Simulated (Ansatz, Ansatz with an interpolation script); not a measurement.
# Settings in Wannier-interpolated G0W0: WS2 (Tungstenite)

Aim: vary the Wannier model and the GW settings for WS2 (Tungstenite) and see what the interpolated bands lose.

Program: Ansatz 0.2.0. Level of theory: maximally localised Wannier functions, LDA, plane waves, PAW; PAW set soft_1. Results are calculated unless marked as measured.

This is a report of a sequence of runs, with most program output left out.

The database entry behind the starting cell differs from later determinations by our own check (an axis about 1.4 % long against later determinations), so it need not match the best structure at ambient conditions.

**1. Starting point**

It takes space group P6_3/mmc (No. 194, hexagonal). The conventional cell has a = 3.180 Å, b = 3.180 Å, c = 12.500 Å, α = 90.00°, β = 90.00°, γ = 120.00°. Nearest to W lie 6 S at 2.41 Å. Nearest to S lie 3 W at 2.41 Å. Farther neighbours and most contacts between anions are not listed.

The cell and positions come from the Crystallography Open Database and are kept as given unless a step says otherwise. Spin-orbit coupling is left out unless a step names it.

**2. Wannier model on 12×12×4**

Localised functions give a small Hamiltonian that interpolates between mesh points at no cost.

Contents of input.yaml:

```yaml
crystal:
  lattice:
    - [3.18, 0.0, 0.0]
    - [-1.59, 2.753960784, 0.0]
    - [0.0, 0.0, 12.5]
  atoms:
    - { symbol: W, position: [0.3333333333, 0.6666666667, 0.25] }
    - { symbol: W, position: [0.6666666667, 0.3333333333, 0.75] }
    - { symbol: S, position: [0.3333333333, 0.6666666667, 0.625] }
    - { symbol: S, position: [0.6666666667, 0.3333333333, 0.125] }
    - { symbol: S, position: [0.3333333333, 0.6666666667, 0.875] }
    - { symbol: S, position: [0.6666666667, 0.3333333333, 0.375] }
kpoints:
  mp_grid: { grid: [6, 6, 2] }
hamiltonian:
  xc: lda
  pseudopotentials: { kind: paw, azcp: { folder: soft_1 }, xc_functional: pbe }
scf:
  occupations: { method: fixed }
  n_extra_bands: 58
output:
  wannier:
    kmesh: [12, 12, 4]
    projections: [{ species: S, l: p, shell: 3 }, { species: W, l: d, shell: 5 }]
    minimise: true
    write_hr: true
    seedname: w
    conv_tol: 1.0e-06
    max_iter: 20000
    stability_check: false
    disentanglement:
      window: [3.31, 16.87]
      frozen_window: [3.31, 13.21]
      conv_tol: 1.0e-08
```

Started as:

```bash
ansatz run input.yaml --threads 3 --pin off --max-ram 92160MiB --backend cuda --events-out ev --progress --plain --runs-dir out --devices 1 --max-vram 13GiB
```

Run time: 66 s. Hardware: 1 × NVIDIA H100 80GB HBM3 (shared by 6 runs) with 3 threads of AMD EPYC 7R13 (Zen 3), shared host; peak memory 1.5 GiB.

Numbers from this step:

```
gauge-invariant spread     : 41.27 Å²
diagonal spread            : 0.09955 Å²
off-diagonal spread        : 3.075 Å²
total spread               : 44.45 Å²
least projectability       : 0.4311
localisation steps         : 2666
disentanglement steps      : 57
r.m.s. interpolation error : 3.47e-4 eV
r.m.s. error near the gap  : 5.55e-4 eV
```

Near the gap the model misses directly solved bands by 0.6 meV r.m.s. and by 4 meV at most in the window tested. This tests the starting bands, not the corrections carried with them.

**3. Wannier model on 6×6×2**

Changes to input.yaml since step 2:

```diff
@@ -22,3 +22,3 @@
   wannier:
-    kmesh: [12, 12, 4]
+    kmesh: [6, 6, 2]
     projections: [{ species: S, l: p, shell: 3 }, { species: W, l: d, shell: 5 }]
```

Elapsed: 18 s, on 1 × NVIDIA H100 80GB HBM3 (shared by 6 runs) with 3 threads; peak memory 0.98 GiB; 16 s of CPU time.

This step gave:

```
gauge-invariant spread     : 38.12 Å²
diagonal spread            : 0.08980 Å²
off-diagonal spread        : 3.162 Å²
total spread               : 41.37 Å²
least projectability       : 0.4330
localisation steps         : 440
disentanglement steps      : 21
r.m.s. interpolation error : 0.007612 eV
r.m.s. error near the gap  : 0.01095 eV
```

Near the gap the model misses directly solved bands by 10.9 meV r.m.s. and by 64 meV at most in the window tested. This tests the starting bands, not the corrections carried with them.

Frozen up to 2.27 eV; above it the model need not follow the bands. The electronic bands at the labelled points (eV, zero at the valence-band top; v1 is the highest filled band, c1 the lowest empty one):

| point | v4 | v3 | v2 | v1 | c1 | c2 | c3 | c4 |
| --- | --- | --- | --- | --- | --- | --- | --- | --- |
| Γ | -2.26 | -1.52 | -1.15 | 0.00 | 2.23 | 2.23 | 2.24 | 2.24 |
| halfway | -2.55 | -1.82 | -1.59 | -1.45 | 1.25 | 1.82 | 1.98 | 2.25 |
| M | -1.97 | -1.81 | -1.66 | -1.50 | 2.15 | 2.19 | 2.55 | 2.73 |
| halfway | -2.88 | -2.55 | -1.20 | -0.99 | 1.82 | 1.90 | 2.71 | 2.71 |
| K | -2.86 | -2.86 | -0.76 | -0.59 | 1.13 | 1.13 | 2.07 | 3.21 |
| halfway | -2.06 | -1.77 | -1.54 | -1.51 | 0.97 | 1.76 | 1.99 | 2.07 |
| Γ | -2.26 | -1.52 | -1.15 | 0.00 | 2.23 | 2.23 | 2.24 | 2.24 |
| halfway | -2.27 | -2.08 | -0.71 | -0.07 | 2.23 | 2.23 | 2.23 | 2.23 |
| A | -2.28 | -2.28 | -0.31 | -0.31 | 2.23 | 2.23 | 2.23 | 2.23 |
| halfway | -2.28 | -2.28 | -1.48 | -1.48 | 1.68 | 1.68 | 1.89 | 1.89 |
| L | -1.89 | -1.89 | -1.56 | -1.56 | 2.17 | 2.17 | 2.65 | 2.65 |
| halfway | -2.77 | -2.77 | -1.08 | -1.08 | 1.87 | 1.87 | 2.71 | 2.71 |
| H | -3.00 | -3.00 | -0.68 | -0.68 | 1.13 | 1.13 | 2.56 | 2.56 |
| halfway | -1.97 | -1.97 | -1.52 | -1.52 | 1.34 | 1.34 | 2.10 | 2.10 |
| A | -2.28 | -2.28 | -0.31 | -0.31 | 2.23 | 2.23 | 2.23 | 2.23 |
| jump to L | -1.89 | -1.89 | -1.56 | -1.56 | 2.17 | 2.17 | 2.65 | 2.65 |
| halfway | -1.95 | -1.83 | -1.62 | -1.51 | 2.16 | 2.18 | 2.58 | 2.71 |
| M | -1.97 | -1.81 | -1.66 | -1.50 | 2.15 | 2.19 | 2.55 | 2.73 |
| jump to H | -3.00 | -3.00 | -0.68 | -0.68 | 1.13 | 1.13 | 2.56 | 2.56 |
| halfway | -2.92 | -2.92 | -0.74 | -0.62 | 1.13 | 1.13 | 2.19 | 3.01 |
| K | -2.86 | -2.86 | -0.76 | -0.59 | 1.13 | 1.13 | 2.07 | 3.21 |

The same for Kohn-Sham, solved directly:

| point | v4 | v3 | v2 | v1 | c1 | c2 | c3 | c4 |
| --- | --- | --- | --- | --- | --- | --- | --- | --- |
| Γ | -2.26 | -1.52 | -1.15 | 0.00 | 2.23 | 2.23 | 2.24 | 2.24 |
| M | -1.97 | -1.81 | -1.66 | -1.50 | 2.15 | 2.19 | 2.49 | 2.73 |
| K | -2.86 | -2.86 | -0.76 | -0.59 | 1.13 | 1.13 | 2.07 | 3.21 |
| Γ | -2.26 | -1.52 | -1.15 | 0.00 | 2.23 | 2.23 | 2.24 | 2.24 |
| A | -2.28 | -2.28 | -0.31 | -0.31 | 2.23 | 2.23 | 2.23 | 2.23 |
| L | -1.89 | -1.89 | -1.56 | -1.56 | 2.17 | 2.17 | 2.63 | 2.63 |
| H | -3.00 | -3.00 | -0.68 | -0.68 | 1.13 | 1.13 | 2.56 | 2.56 |
| A | -2.28 | -2.28 | -0.31 | -0.31 | 2.23 | 2.23 | 2.23 | 2.23 |
| L | -1.89 | -1.89 | -1.56 | -1.56 | 2.17 | 2.17 | 2.63 | 2.63 |
| M | -1.97 | -1.81 | -1.66 | -1.50 | 2.15 | 2.19 | 2.49 | 2.73 |
| H | -3.00 | -3.00 | -0.68 | -0.68 | 1.13 | 1.13 | 2.56 | 2.56 |
| K | -2.86 | -2.86 | -0.76 | -0.59 | 1.13 | 1.13 | 2.07 | 3.21 |

**4. A faulty Wannier input**

Changes to input.yaml since step 3:

```diff
@@ -30,5 +30,2 @@
     stability_check: false
-    disentanglement:
-      window: [3.31, 16.87]
-      frozen_window: [3.31, 13.21]
-      conv_tol: 1.0e-08
+    disentanglement: { window: [3.31, 16.87] }
```

It took 21 s on 1 × NVIDIA H100 80GB HBM3 (shared by 6 runs) with 3 threads; peak memory 0.99 GiB.

Numbers from this step:

* gauge-invariant spread: 37.87 Å²
* diagonal spread: 0.06845 Å²
* off-diagonal spread: 3.055 Å²
* total spread: 40.99 Å²
* least projectability: 0.4330
* localisation steps: 2300
* disentanglement steps: 50
* r.m.s. interpolation error: 0.02005 eV
* r.m.s. error near the gap: 0.01344 eV

No frozen window. The electronic bands at the labelled points (eV, zero at the valence-band top; v1 is the highest filled band, c1 the lowest empty one):

| point | v4 | v3 | v2 | v1 | c1 | c2 | c3 | c4 |
| --- | --- | --- | --- | --- | --- | --- | --- | --- |
| Γ | -2.26 | -1.52 | -1.15 | 0.02 | 2.23 | 2.23 | 2.24 | 2.24 |
| halfway | -2.55 | -1.82 | -1.59 | -1.45 | 1.25 | 1.82 | 1.99 | 2.27 |
| M | -1.97 | -1.81 | -1.65 | -1.50 | 2.15 | 2.19 | 2.56 | 2.74 |
| halfway | -2.88 | -2.55 | -1.18 | -0.98 | 1.82 | 1.92 | 2.70 | 2.71 |
| K | -2.86 | -2.86 | -0.76 | -0.59 | 1.13 | 1.13 | 2.07 | 3.21 |
| halfway | -2.06 | -1.77 | -1.54 | -1.51 | 0.97 | 1.76 | 1.99 | 2.07 |
| Γ | -2.26 | -1.52 | -1.15 | 0.02 | 2.23 | 2.23 | 2.24 | 2.24 |
| halfway | -2.27 | -2.08 | -0.71 | -0.06 | 2.23 | 2.23 | 2.23 | 2.23 |
| A | -2.28 | -2.28 | -0.30 | -0.30 | 2.23 | 2.23 | 2.23 | 2.23 |
| halfway | -2.28 | -2.28 | -1.48 | -1.48 | 1.69 | 1.69 | 1.89 | 1.89 |
| L | -1.89 | -1.89 | -1.56 | -1.56 | 2.17 | 2.17 | 2.65 | 2.65 |
| halfway | -2.77 | -2.77 | -1.07 | -1.07 | 1.87 | 1.87 | 2.71 | 2.71 |
| H | -3.00 | -3.00 | -0.68 | -0.68 | 1.13 | 1.13 | 2.56 | 2.56 |
| halfway | -1.97 | -1.97 | -1.52 | -1.52 | 1.34 | 1.34 | 2.10 | 2.10 |
| A | -2.28 | -2.28 | -0.30 | -0.30 | 2.23 | 2.23 | 2.23 | 2.23 |
| jump to L | -1.89 | -1.89 | -1.56 | -1.56 | 2.17 | 2.17 | 2.65 | 2.65 |
| halfway | -1.95 | -1.83 | -1.62 | -1.51 | 2.16 | 2.18 | 2.59 | 2.71 |
| M | -1.97 | -1.81 | -1.65 | -1.50 | 2.15 | 2.19 | 2.56 | 2.74 |
| jump to H | -3.00 | -3.00 | -0.68 | -0.68 | 1.13 | 1.13 | 2.56 | 2.56 |
| halfway | -2.92 | -2.92 | -0.74 | -0.62 | 1.13 | 1.13 | 2.20 | 3.01 |
| K | -2.86 | -2.86 | -0.76 | -0.59 | 1.13 | 1.13 | 2.07 | 3.21 |

The same for Kohn-Sham, solved directly:

(Unchanged from step 3.)

The fault put into this input: nothing frozen.

**5. G0W0: 6×6×2 mesh, 456 empty bands, screening to 150 eV, PAW set soft_1 files**

G0W0 replaces the xc potential by the self-energy, built once from these orbitals. Only a window of levels is corrected, while the sums run over the empty bands that the input names.

This step: G0W0 on LDA, plane waves, PAW; PAW set soft_1.

input.yaml, the sections that differ from step 4:

```yaml
scf:
  occupations: { method: fixed }
gw:
  n_empty_bands: 456
  ecut_chi: 150.0
  qp_bands: [v14, c6]
  screening: { model: contour_deformation }
# crystal, kpoints, hamiltonian: as in step 4
# output: removed
```

It took 2.2 min on 1 × NVIDIA H100 80GB HBM3 (shared by 6 runs) with 3 threads; peak memory 1.6 GiB.

The G0W0 gap on the mesh is 1.402 eV.

**6. G0W0: 3×3×1 mesh, 456 empty bands, screening to 150 eV, PAW set soft_1 files**

Changes to input.yaml since step 5:

```diff
@@ -13,3 +13,3 @@
 kpoints:
-  mp_grid: { grid: [6, 6, 2] }
+  mp_grid: { grid: [3, 3, 1] }
 hamiltonian:
```

It took 14 s on 1 × NVIDIA H100 80GB HBM3 (shared by 6 runs) with 3 threads; peak memory 1.2 GiB; 13 s of CPU time.

The G0W0 gap on the mesh is 1.702 eV.

**7. G0W0: 6×6×2 mesh, 212 empty bands, screening to 90 eV, PAW set soft_1 files**

Changes to input.yaml since step 6:

```diff
@@ -13,3 +13,3 @@
 kpoints:
-  mp_grid: { grid: [3, 3, 1] }
+  mp_grid: { grid: [6, 6, 2] }
 hamiltonian:
@@ -20,4 +20,4 @@
 gw:
-  n_empty_bands: 456
-  ecut_chi: 150.0
+  n_empty_bands: 212
+  ecut_chi: 90
   qp_bands: [v14, c6]
```

Wall time 45 s (1 × NVIDIA H100 80GB HBM3 (shared by 6 runs) with 3 threads); peak memory 1.3 GiB.

The G0W0 gap on the mesh is 1.350 eV.

**8. G0W0: 6×6×2 mesh, 456 empty bands, screening to 150 eV, plasmon pole, PAW set soft_1 files**

Changes to input.yaml since step 7:

```diff
@@ -20,5 +20,5 @@
 gw:
-  n_empty_bands: 212
-  ecut_chi: 90
+  n_empty_bands: 456
+  ecut_chi: 150.0
   qp_bands: [v14, c6]
-  screening: { model: contour_deformation }
+  screening: { model: godby_needs }
```

The job ended after 2.3 min (1 × NVIDIA H100 80GB HBM3 (shared by 6 runs) with 3 threads; peak memory 3.7 GiB; 4.8 min of CPU time).

The G0W0 gap on the mesh is 1.411 eV.

**9. Interpolated results**

Times are wall times on 1 × NVIDIA H100 80GB HBM3 (shared by 6 runs) with 3 threads of AMD EPYC 7R13 (Zen 3), shared host, good to a factor of about two.

| GW mesh | empty bands | cutoff (eV) | frequency | gap on mesh (eV) | gap over zone (eV) | direct gap (eV) | valence width (eV) | GW time |
| --- | --- | --- | --- | --- | --- | --- | --- | --- |
| 6×6×2 | 456 | 150 | contour deformation | 1.402 | 1.401 | 2.216 | 7.630 | 2.2 min |
| 3×3×1 | 456 | 150 | contour deformation | 1.702 | 1.360 | 2.248 | 7.596 | 14 s |
| 6×6×2 | 212 | 90 | contour deformation | 1.350 | 1.347 | 2.207 | 7.724 | 45 s |
| 6×6×2 | 456 | 150 | plasmon pole | 1.411 | 1.409 | 2.276 | 7.898 | 2.3 min |

**10. Summary of results**

```yaml
6x6x2_mesh_456_empty_bands_screening_to_150_ev_paw_set_soft_1_files: 1.40 eV
3x3x1_mesh_456_empty_bands_screening_to_150_ev_paw_set_soft_1_files: 1.36 eV
6x6x2_mesh_212_empty_bands_screening_to_90_ev_paw_set_soft_1_files: 1.35 eV
6x6x2_mesh_456_empty_bands_screening_to_150_ev_plasmon_pole_paw_set_soft_1_files: 1.41 eV
```

**Reading.** The largest change, −0.05 eV in the gap over the zone, comes with 6×6×2 mesh, 212 empty bands, screening to 90 eV, PAW set soft_1 files. The first run is a reference, not a converged one, and where a row moves several settings no single cause can be named. Rows on another GW mesh add that mesh's corrections to the bands of the one model. Coarser Wannier mesh (6×6×2): the miss near the gap goes from under 1 (the model on 12×12×4) to 11 meV and the total spread from 44.4 to 41.4 Å². Nothing frozen (6×6×2): the miss near the gap goes from 11 (the model on 6×6×2) to 13 meV and the total spread from 41.4 to 41.0 Å². With 3×3×1 mesh, 456 empty bands, screening to 150 eV, PAW set soft_1 files the gap over the zone moves by −0.04 eV and that on the mesh by +0.30 eV. With 6×6×2 mesh, 212 empty bands, screening to 90 eV, PAW set soft_1 files the gap over the zone moves by −0.05 eV and that on the mesh by −0.05 eV. With 6×6×2 mesh, 456 empty bands, screening to 150 eV, plasmon pole, PAW set soft_1 files the gap over the zone moves by +0.01 eV and that on the mesh by +0.01 eV. Gaps over the zone and on the mesh differ where an edge lies off the mesh, or where a GW run starts from another density: the starting gap over the zone is 0.965 eV, on the GW meshes it is 0.972 eV and 1.181 eV. The 6×6×2 mesh is coarse for this cell (its supercell is 19 Å along the shortest edge). The RPA ε∞ on it, from the LDA start, is 5.75 and 14.35; such meshes misread the long-range screening, most where the gap is narrow. The many-body steps are scalar-relativistic: spin-orbit coupling is not in them.

[Paths, hosts, dates, memory and timing lines, banners, echoed tables and standing remarks are left out of the program output.]

[Logs are printed without paths, hosts, clocks, repeated set-up lines and the standing remarks that a program may print on its own settings, such as how far it seeks lower states.]

[Runs of the session that timed out or met a known fault of the program may be left out.]

[Hosts, paths, dates, database ids (printed as entryN), source tags and the programs' standing remarks are cut or masked in the printed files.]
